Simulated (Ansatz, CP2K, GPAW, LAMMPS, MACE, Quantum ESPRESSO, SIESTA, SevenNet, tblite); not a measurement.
# Which run comes nearest? Liquid (Cs,Li)Cl at 1400 K (68 atoms)

Density of this cell: 2.29 g/cm³. The cell holds 68 atoms: 22 Cs, 12 Li and 34 Cl. Cell: a = 14.507 Å, b = 14.507 Å, c = 14.507 Å, α = 90.0°, β = 90.0°, γ = 90.0°. 68 atoms (22 Cs, 12 Li, 34 Cl) placed at random at 2.29 g/cm³, melted at 1800 K for 10 ps at fixed volume with the Lennard-Jones and Coulomb ion parameters for SPC/E (Joung and Cheatham, J. Phys. Chem. B 112, 9020 (2008)), full charges. Snapshot at the end of a hold of 20 ps at 1400 K and fixed volume.

Geometry: as built.

The reference, a calculation:

| Quantity | Value |
| --- | --- |
| method | Kohn-Sham DFT, PBE, PAW, plane waves (Ansatz 0.2.0); cutoff 420 eV, Γ point, fermi-dirac smearing of 0.05 eV; PAW set soft_2 |
| r.m.s. force component | 0.5346 eV/Å |
| longest force | 1.936 eV/Å |
| pressure | 1.098 GPa |
| gap (highest filled to lowest empty level) | 2.945 eV |
| SCF cycles | 8 |
| time | 13 s on 8 threads of Arm Neoverse V2, shared host |
| CPU time | 1.7 min |

Q: Estimate the differences from the reference, the CPU time and the memory of each run.
- SIESTA PBE, SZP, shift 0.01 Ry, mesh 300 Ry (SIESTA 5.4.2; 1 thread)
- SIESTA PBE, DZP, shift 0.01 Ry, mesh 300 Ry (SIESTA 5.4.2; 2 MPI ranks)
- CP2K PBE, DZVP-MOLOPT-SR, 800/50 Ry, OT DIIS (CP2K 2026.2; 2 threads)
- SIESTA PBEsol, DZP, shift 0.01 Ry, mesh 300 Ry (SIESTA 5.4.2; 2 MPI ranks)
- GPAW PBE, LCAO dzp, h 0.2 Å, other mixer settings (GPAW 26.7.0; 1 thread)
- SIESTA PBE, SZ, shift 0.01 Ry, mesh 300 Ry (SIESTA 5.4.2; 1 thread)
- SIESTA PBE, SZ, shift 0.02 Ry, mesh 300 Ry (SIESTA 5.4.2; 1 thread)
- GPAW PBE, LCAO dzp, h 0.2 Å (GPAW 26.7.0; 1 thread)
- MACE MPA-0 medium potential (MACE MPA-0 medium; 1 thread)
- SIESTA PBE, DZP, shift 0.005 Ry, mesh 300 Ry (SIESTA 5.4.2; 2 MPI ranks)

Differences are against the plane-wave reference, forces as r.m.s. over components; share is that over the reference's r.m.s. force, slope the least-squares factor from reference forces to these. Total energies of different programs have different zeros and aren't compared.

| run | Δ force, r.m.s. (meV/Å) | share (%) | slope | Δ pressure (GPa) | Δ gap (eV) | cores | CPU time | memory (GiB) |
| --- | --- | --- | --- | --- | --- | --- | --- | --- |
| reference | - | - | - | - | - | 8 | 1.7 min | 3.1 |
| SIESTA PBE, SZP, shift 0.01 Ry, mesh 300 Ry (coarse) | 237 | 44.4 | 1.369 | 0.0136 | -0.991 | 1 | 2.3 min | 1.4 |
| SIESTA PBE, DZP, shift 0.01 Ry, mesh 300 Ry | 160 | 30.0 | 1.253 | -0.160 | -0.619 | 2 | 2.7 min | 1.9 |
| CP2K PBE, DZVP-MOLOPT-SR, 800/50 Ry, OT DIIS | 59.7 | 11.2 | 1.096 | 0.164 | -0.205 | 2 | 12 min | 5.8 |
| SIESTA PBEsol, DZP, shift 0.01 Ry, mesh 300 Ry | 112 | 21.0 | 1.161 | -0.847 | -0.573 | 2 | 2.9 min | 1.9 |
| GPAW PBE, LCAO dzp, h 0.2 Å, other mixer settings | 60.1 | 11.2 | 1.078 | - | -0.0809 | 1 | 8.7 min | 2.6 |
| SIESTA PBE, SZ, shift 0.01 Ry, mesh 300 Ry (coarse) | 207 | 38.7 | 1.295 | -0.598 | -1.90 | 1 | 78 s | 0.85 |
| SIESTA PBE, SZ, shift 0.02 Ry, mesh 300 Ry (coarse) | 170 | 31.7 | 1.186 | -1.77 | -2.19 | 1 | 90 s | 0.78 |
| GPAW PBE, LCAO dzp, h 0.2 Å | 59.8 | 11.2 | 1.076 | - | -0.0806 | 1 | 7.4 min | 2.9 |
| MACE MPA-0 medium potential | 93.9 | 17.6 | 1.020 | -0.166 | - | 1 | 6.1 s | 0.7 |
| SIESTA PBE, DZP, shift 0.005 Ry, mesh 300 Ry | 158 | 29.5 | 1.248 | 0.372 | -0.444 | 2 | 3.8 min | 2.2 |

Rows marked coarse were listed beforehand as settings not expected to be converged; some can still land near the reference.

Times of the machine-learned potentials are mostly Python's start and the loading of weights.

CPU time is summed over cores on a shared host, where runs went side by side, so it is rough. Symmetry, cutoffs, thresholds, outputs and thread counts weren't matched or tuned between programs; memory under MPI is the largest rank's times the ranks.

The PBE runs in local orbitals, coarse settings apart, differ by 11 % (CP2K PBE, DZVP-MOLOPT-SR, 800/50 Ry, OT DIIS) to 30 % (SIESTA PBE, DZP, shift 0.01 Ry, mesh 300 Ry); basis, grid and potentials can all enter. Machine-learned potentials differ by 18 % (MACE MPA-0 medium potential); they were trained on other programs' data. Rows with another functional or a dispersion term differ by 21 % (SIESTA PBEsol, DZP, shift 0.01 Ry, mesh 300 Ry), which mixes the change of model with differences of basis and potentials. Runs with settings chosen to be coarse differ by 32 % (SIESTA PBE, SZ, shift 0.02 Ry, mesh 300 Ry) to 44 % (SIESTA PBE, SZP, shift 0.01 Ry, mesh 300 Ry), their programs' other errors included. The network of bonds at the start is that of the classical potential that made the cell, and needn't be the one that DFT or experiment would give. The electronic-structure runs sample only Γ, in a cell whose shortest periodic width is 15 Å.

[Hosts, paths, dates, database ids (printed as entryN), source tags and the programs' standing remarks are cut or masked in the printed files.]
